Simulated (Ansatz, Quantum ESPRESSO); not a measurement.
# Ballistic transmission: Rh(111) with two reversed steps (an extrinsic fault), part 2 of 4

Wanted: the transmission near the Fermi level and the conductance of this junction: Rh(111) with two reversed steps (an extrinsic fault).

Quantum ESPRESSO 7.5; plane-wave DFT, PBEsol, GBRV ultrasoft pseudopotentials; cross-check by Ansatz 0.2.0 with PAW datasets.

So far. Step 2 (Ground state): The run needed 12 iterations to bring the estimated error under 1e-07 Ry; the largest force on any atom, held or free, is 0.11 eV/Å.

**3. The open system**

Level of this step: transmission by pwcond, lead and junction from one cell; plane-wave DFT, PBEsol, GBRV ultrasoft pseudopotentials (Quantum ESPRESSO).

prefixt takes both regions from one run: the lead from 0 to bdl, the scattering region from bdl to bds (units of alat). ikind = 1 puts the same lead on both sides. The program's T_tot counts both spins in a run without spin; the tables below give T per spin.

File cond.in:

```
&inputcond
  outdir = './out'
  prefixt = 'scf'
  tran_file = 'cond.dat'
  bdl = 2.4494897417
  bds = 17.9629247797
  ikind = 1
  ewind = 4.0
  epsproj = 1e-05
  nz1 = 7
  energy0 = 0.4
  denergy = -0.4
/
14
  0.00000000 0.00000000 0.01000000
  0.00000000 0.10000000 0.06000000
  0.00000000 0.20000000 0.06000000
  0.00000000 0.30000000 0.06000000
  0.00000000 0.40000000 0.06000000
  0.00000000 0.50000000 0.03000000
  0.10000000 0.20000000 0.06000000
  0.10000000 0.30000000 0.12000000
  0.10000000 0.40000000 0.12000000
  0.10000000 0.50000000 0.12000000
  0.20000000 0.40000000 0.06000000
  0.20000000 0.50000000 0.12000000
  0.20000000 0.60000000 0.06000000
  0.30000000 0.60000000 0.06000000
3
```

On the command line:

```sh
$ OMP_NUM_THREADS=1 mpirun -n 8 pwcond.x -in cond.in > cond.out
```

Log:

```text
[banner, memory and clock lines left out]
Program PWCOND v.7.5 starts

          URL

     ./out/scf.save/

     IMPORTANT: XC functional enforced from input :
     Exchange-correlation= PBESOL
                           (   1   4  10   8   0   0   0)
     Any further DFT definition will be discarded
     Please, verify this is what you really want

     negative rho (up, down):  1.314E+00 0.000E+00
     Reading collected, re-writing distributed wavefunctions

===== INPUT FILE containing all the regions =====

     GEOMETRY:

     lattice parameter (alat)  =       5.1178  a.u.
     the volume                =    2085.2379 (a.u.)^3
     the cross section         =      22.6828 (a.u.)^2
     l of the unit cell        =      17.9629 (alat)
     number of atoms/cell      =           22
     number of atomic types    =            1

     crystal axes: (cart. coord. in units of alat)
               a(1) = (  1.0000  0.0000  0.0000 )
               a(2) = (  0.5000  0.8660  0.0000 )
               a(3) = (  0.0000  0.0000 17.9629 )

   Cartesian axes

     site n.     atom                  positions (alat units)
          1        Rh     tau(  1)=(  0.0000  0.0000 17.9629  )
          2        Rh     tau(  2)=(  0.5000  0.2887  0.8165  )
          3        Rh     tau(  3)=(  1.0000  0.5774  1.6330  )
          4        Rh     tau(  4)=(  0.0000  0.0000  2.4495  )
          5        Rh     tau(  5)=(  0.5000  0.2887  3.2660  )
          6        Rh     tau(  6)=(  1.0000  0.5774  4.0825  )
          7        Rh     tau(  7)=(  0.0000  0.0000  4.8990  )
          8        Rh     tau(  8)=(  0.5000  0.2887  5.7155  )
          9        Rh     tau(  9)=(  1.0000  0.5774  6.5320  )
         10        Rh     tau( 10)=(  0.5000  0.2887  7.3485  )
         11        Rh     tau( 11)=(  0.0000  0.0000  8.1650  )
         12        Rh     tau( 12)=(  0.5000  0.2887  8.9815  )
         13        Rh     tau( 13)=(  1.0000  0.5774  9.7980  )
         14        Rh     tau( 14)=(  0.0000  0.0000 10.6145  )
         15        Rh     tau( 15)=(  0.5000  0.2887 11.4310  )
         16        Rh     tau( 16)=(  1.0000  0.5774 12.2474  )
         17        Rh     tau( 17)=(  0.0000  0.0000 13.0639  )
         18        Rh     tau( 18)=(  0.5000  0.2887 13.8804  )
         19        Rh     tau( 19)=(  1.0000  0.5774 14.6969  )
         20        Rh     tau( 20)=(  0.0000  0.0000 15.5134  )
         21        Rh     tau( 21)=(  0.5000  0.2887 16.3299  )
         22        Rh     tau( 22)=(  1.0000  0.5774 17.1464  )

     nr1s                      =           24
     nr2s                      =           24
     nr3s                      =          375
     nr1sx                     =           24
     nr2sx                     =           24
     nr3sx                     =          375
     nr1                       =           24
     nr2                       =           24
     nr3                       =          432
     nr1x                      =           24
     nr2x                      =           24
     nr3x                      =          432

 _______________________________
  Radii of nonlocal spheres:

     type       ibeta     ang. mom.          radius (alat units)
       Rh         1         0                    0.4936
       Rh         2         0                    0.4936
       Rh         3         1                    0.4936
       Rh         4         1                    0.4936
       Rh         5         2                    0.4936
       Rh         6         2                    0.4936
       Rh         7         2                    0.4936
----- General information -----

--- T calc. with identical leads (ikind=1) ---

     nrx                       =           24
     nry                       =           24
     nz1                       =            7

     energy0               =         4.0E-01
     denergy               =        -4.0E-01
     nenergy               =          3
     ecut2d                =         4.0E+01
     ewind                 =         4.0E+00
     epsproj               =         1.0E-05

     number of k_|| points=   14
                       cryst. coord.
        k(    1) = (   0.0000000   0.0000000), wk =   0.0100000
        k(    2) = (   0.0000000   0.1000000), wk =   0.0600000
        k(    3) = (   0.0000000   0.2000000), wk =   0.0600000
        k(    4) = (   0.0000000   0.3000000), wk =   0.0600000
        k(    5) = (   0.0000000   0.4000000), wk =   0.0600000
        k(    6) = (   0.0000000   0.5000000), wk =   0.0300000
        k(    7) = (   0.1000000   0.2000000), wk =   0.0600000
        k(    8) = (   0.1000000   0.3000000), wk =   0.1200000
        k(    9) = (   0.1000000   0.4000000), wk =   0.1200000
        k(   10) = (   0.1000000   0.5000000), wk =   0.1200000
        k(   11) = (   0.2000000   0.4000000), wk =   0.0600000
        k(   12) = (   0.2000000   0.5000000), wk =   0.1200000
        k(   13) = (   0.2000000   0.6000000), wk =   0.0600000
        k(   14) = (   0.3000000   0.6000000), wk =   0.0600000
----- Information about left/right lead -----

     nocros                   =           23
     noins                    =           46
     norb                     =           92
     norbf                    =          460
     nrz                      =           51

      iorb      type   ibeta   ang. mom.   m       position (alat)
        1        1       1        0        1   taunew(   1)=(  0.0000  0.0000  0.0000)
        2        1       2        0        1   taunew(   2)=(  0.0000  0.0000  0.0000)
        3        1       3        1        1   taunew(   3)=(  0.0000  0.0000  0.0000)
        4        1       3        1        2   taunew(   4)=(  0.0000  0.0000  0.0000)
        5        1       3        1        3   taunew(   5)=(  0.0000  0.0000  0.0000)
        6        1       4        1        1   taunew(   6)=(  0.0000  0.0000  0.0000)
        7        1       4        1        2   taunew(   7)=(  0.0000  0.0000  0.0000)
        8        1       4        1        3   taunew(   8)=(  0.0000  0.0000  0.0000)
        9        1       5        2        1   taunew(   9)=(  0.0000  0.0000  0.0000)
       10        1       5        2        2   taunew(  10)=(  0.0000  0.0000  0.0000)
       11        1       5        2        3   taunew(  11)=(  0.0000  0.0000  0.0000)
       12        1       5        2        4   taunew(  12)=(  0.0000  0.0000  0.0000)
       13        1       5        2        5   taunew(  13)=(  0.0000  0.0000  0.0000)
       14        1       6        2        1   taunew(  14)=(  0.0000  0.0000  0.0000)
       15        1       6        2        2   taunew(  15)=(  0.0000  0.0000  0.0000)
[...]
442        1       3        1        3   taunew( 442)=(  0.0000  0.0000 15.5134)
      443        1       4        1        1   taunew( 443)=(  0.0000  0.0000 15.5134)
      444        1       4        1        2   taunew( 444)=(  0.0000  0.0000 15.5134)
      445        1       4        1        3   taunew( 445)=(  0.0000  0.0000 15.5134)
      446        1       5        2        1   taunew( 446)=(  0.0000  0.0000 15.5134)
      447        1       5        2        2   taunew( 447)=(  0.0000  0.0000 15.5134)
      448        1       5        2        3   taunew( 448)=(  0.0000  0.0000 15.5134)
      449        1       5        2        4   taunew( 449)=(  0.0000  0.0000 15.5134)
      450        1       5        2        5   taunew( 450)=(  0.0000  0.0000 15.5134)
      451        1       6        2        1   taunew( 451)=(  0.0000  0.0000 15.5134)
      452        1       6        2        2   taunew( 452)=(  0.0000  0.0000 15.5134)
      453        1       6        2        3   taunew( 453)=(  0.0000  0.0000 15.5134)
      454        1       6        2        4   taunew( 454)=(  0.0000  0.0000 15.5134)
      455        1       6        2        5   taunew( 455)=(  0.0000  0.0000 15.5134)
      456        1       7        2        1   taunew( 456)=(  0.0000  0.0000 15.5134)
      457        1       7        2        2   taunew( 457)=(  0.0000  0.0000 15.5134)
      458        1       7        2        3   taunew( 458)=(  0.0000  0.0000 15.5134)
      459        1       7        2        4   taunew( 459)=(  0.0000  0.0000 15.5134)
      460        1       7        2        5   taunew( 460)=(  0.0000  0.0000 15.5134)
 ngper, shell number =           73          10
 ngper, n2d =           73          64
---  E-Ef =    0.4000000  k =    0.0000000   0.0000000
---  ie =          1  ik =          1
 Nchannels of the left tip =            3
 Right moving states:
   k1(2pi/a)   k2(2pi/a)   E-Ef (eV)
   0.3014179  -0.0000004   0.4000000
   0.3014179  -0.0000004   0.4000000
   0.3797113  -0.0000001   0.4000000
 Left moving states:
   k1(2pi/a)   k2(2pi/a)   E-Ef (eV)
  -0.3014179  -0.0000004   0.4000000
  -0.3014179  -0.0000004   0.4000000
  -0.3797113  -0.0000001   0.4000000

 to transmit
 Band j to band i transmissions and reflections:
    j         i     |T_ij|^2    |R_ij|^2

    1 -->     1     0.38507     0.21907
    1 -->     2     0.00000     0.39586
    1 -->     3     0.00000     0.00000
   Total T_j, R_j =    0.38507  0.61493

    2 -->     1     0.00000     0.39586
    2 -->     2     0.38507     0.21907
    2 -->     3     0.00000     0.00000
   Total T_j, R_j =    0.38507  0.61493

    3 -->     1     0.00000     0.00000
    3 -->     2     0.00000     0.00000
    3 -->     3     0.99586     0.00414
   Total T_j, R_j =    0.99586  0.00414

E-Ef(ev), T(x2 spins) =    0.4000000   3.5320070
---  E-Ef =    0.0000000  k =    0.0000000   0.0000000
---  ie =          2  ik =          1
 Nchannels of the left tip =            3
 Right moving states:
   k1(2pi/a)   k2(2pi/a)   E-Ef (eV)
   0.0954498  -0.0000004   0.0000000
   0.0954498  -0.0000004   0.0000000
   0.2989344  -0.0000001   0.0000000
 Left moving states:
   k1(2pi/a)   k2(2pi/a)   E-Ef (eV)
  -0.0954498  -0.0000004   0.0000000
  -0.0954498  -0.0000004   0.0000000
  -0.2989344  -0.0000001   0.0000000

 to transmit
 Band j to band i transmissions and reflections:
    j         i     |T_ij|^2    |R_ij|^2

    1 -->     1     0.97529     0.02297
    1 -->     2     0.00000     0.00174
    1 -->     3     0.00000     0.00000
   Total T_j, R_j =    0.97529  0.02471

    2 -->     1     0.00000     0.00174
    2 -->     2     0.97529     0.02297
    2 -->     3     0.00000     0.00000
   Total T_j, R_j =    0.97529  0.02471

    3 -->     1     0.00000     0.00000
    3 -->     2     0.00000     0.00000
    3 -->     3     0.99950     0.00050
   Total T_j, R_j =    0.99950  0.00050

E-Ef(ev), T(x2 spins) =    0.0000000   5.9001481
---  E-Ef =   -0.4000000  k =    0.0000000   0.0000000
---  ie =          3  ik =          1
 Nchannels of the left tip =            3
 Right moving states:
   k1(2pi/a)   k2(2pi/a)   E-Ef (eV)
  -0.0675059  -0.0000005  -0.4000000
  -0.0675059  -0.0000005  -0.4000000
   0.2346452  -0.0000001  -0.4000000
 Left moving states:
   k1(2pi/a)   k2(2pi/a)   E-Ef (eV)
   0.0675059  -0.0000005  -0.4000000
   0.0675059  -0.0000005  -0.4000000
  -0.2346452  -0.0000001  -0.4000000

 to transmit
 Band j to band i transmissions and reflections:
    j         i     |T_ij|^2    |R_ij|^2

    1 -->     1     0.44623     0.51334
    1 -->     2     0.00000     0.04043
    1 -->     3     0.00000     0.00000
   Total T_j, R_j =    0.44623  0.55377

    2 -->     1     0.00000     0.04043
    2 -->     2     0.44623     0.51334
    2 -->     3     0.00000     0.00000
   Total T_j, R_j =    0.44623  0.55377

    3 -->     1     0.00000     0.00000
    3 -->     2     0.00000     0.00000
    3 -->     3     0.99990     0.00010
   Total T_j, R_j =    0.99990  0.00010

E-Ef(ev), T(x2 spins) =   -0.4000000   3.7847378
 ngper, shell number =           73          41
 ngper, n2d =           73          63
[... further energies and points left out ...]
---  E-Ef =    0.4000000  k =    0.3000000   0.6000000
---  ie =          1  ik =         14
 Nchannels of the left tip =            3
 Right moving states:
   k1(2pi/a)   k2(2pi/a)   E-Ef (eV)
   0.2061622  -0.0000006   0.4000000
   0.2551357  -0.0000003   0.4000000
  -0.4511913  -0.0000010   0.4000000
 Left moving states:
   k1(2pi/a)   k2(2pi/a)   E-Ef (eV)
  -0.2061622  -0.0000006   0.4000000
  -0.2551357  -0.0000003   0.4000000
   0.4511913  -0.0000010   0.4000000

 to transmit
 Band j to band i transmissions and reflections:
    j         i     |T_ij|^2    |R_ij|^2

    1 -->     1     0.43612     0.44454
    1 -->     2     0.04741     0.06058
    1 -->     3     0.00425     0.00710
   Total T_j, R_j =    0.48777  0.51223

    2 -->     1     0.04993     0.06058
    2 -->     2     0.16526     0.13486
    2 -->     3     0.08528     0.50409
   Total T_j, R_j =    0.30047  0.69953

    3 -->     1     0.00908     0.00710
    3 -->     2     0.09046     0.50409
    3 -->     3     0.19109     0.19818
   Total T_j, R_j =    0.29062  0.70938

E-Ef(ev), T(x2 spins) =    0.4000000   2.1577271
---  E-Ef =    0.0000000  k =    0.3000000   0.6000000
---  ie =          2  ik =         14
 Nchannels of the left tip =            1
 Right moving states:
   k1(2pi/a)   k2(2pi/a)   E-Ef (eV)
   0.3000783  -0.0000007   0.0000000
 Left moving states:
   k1(2pi/a)   k2(2pi/a)   E-Ef (eV)
  -0.3000783  -0.0000007   0.0000000

 to transmit
 Band j to band i transmissions and reflections:
    j         i     |T_ij|^2    |R_ij|^2

    1 -->     1     0.99644     0.00356
   Total T_j, R_j =    0.99644  0.00356

E-Ef(ev), T(x2 spins) =    0.0000000   1.9928772
---  E-Ef =   -0.4000000  k =    0.3000000   0.6000000
---  ie =          3  ik =         14
 Nchannels of the left tip =            1
 Right moving states:
   k1(2pi/a)   k2(2pi/a)   E-Ef (eV)
   0.0664210  -0.0000005  -0.4000000
 Left moving states:
   k1(2pi/a)   k2(2pi/a)   E-Ef (eV)
  -0.0664210  -0.0000005  -0.4000000

 to transmit
 Band j to band i transmissions and reflections:
    j         i     |T_ij|^2    |R_ij|^2

    1 -->     1     0.48534     0.51466
   Total T_j, R_j =    0.48534  0.51466

E-Ef(ev), T(x2 spins) =   -0.4000000   0.9706732
   T_tot     0.40000      0.29033E+01
   T_tot     0.00000      0.28325E+01
   T_tot    -0.40000      0.24521E+01

Note: The following floating-point exceptions are signalling: IEEE_UNDERFLOW_FLAG
Note: The following floating-point exceptions are signalling: IEEE_UNDERFLOW_FLAG
Note: The following floating-point exceptions are signalling: IEEE_UNDERFLOW_FLAG
Note: The following floating-point exceptions are signalling: IEEE_UNDERFLOW_FLAG
Note: The following floating-point exceptions are signalling: IEEE_UNDERFLOW_FLAG
Note: The following floating-point exceptions are signalling: IEEE_UNDERFLOW_FLAG
Note: The following floating-point exceptions are signalling: IEEE_UNDERFLOW_FLAG
Note: The following floating-point exceptions are signalling: IEEE_UNDERFLOW_FLAG
```

Run time: 2 min. Hardware: 8 MPI ranks of Arm Neoverse N1, shared host; peak memory 0.63 GiB; 16 min of CPU time.

The run finished, but its numbers are not taken as the system's. The fault: channel counts that differ from the second code's on over 12 % of the mesh's weight.

[end of part 2 of 4]

[Logs are printed without paths, hosts, clocks, repeated set-up lines and the standing remarks that a program may print on its own settings, such as how far it seeks lower states.]

[Hosts, paths, dates, database ids (printed as entryN), source tags and the programs' standing remarks are cut or masked in the printed files.]

[Maps of the electrostatic potential energy from Ansatz leave out the sawtooth potential of an applied field or a dipole correction, so their vacuum need not be flat; planar profiles and work functions include it.]
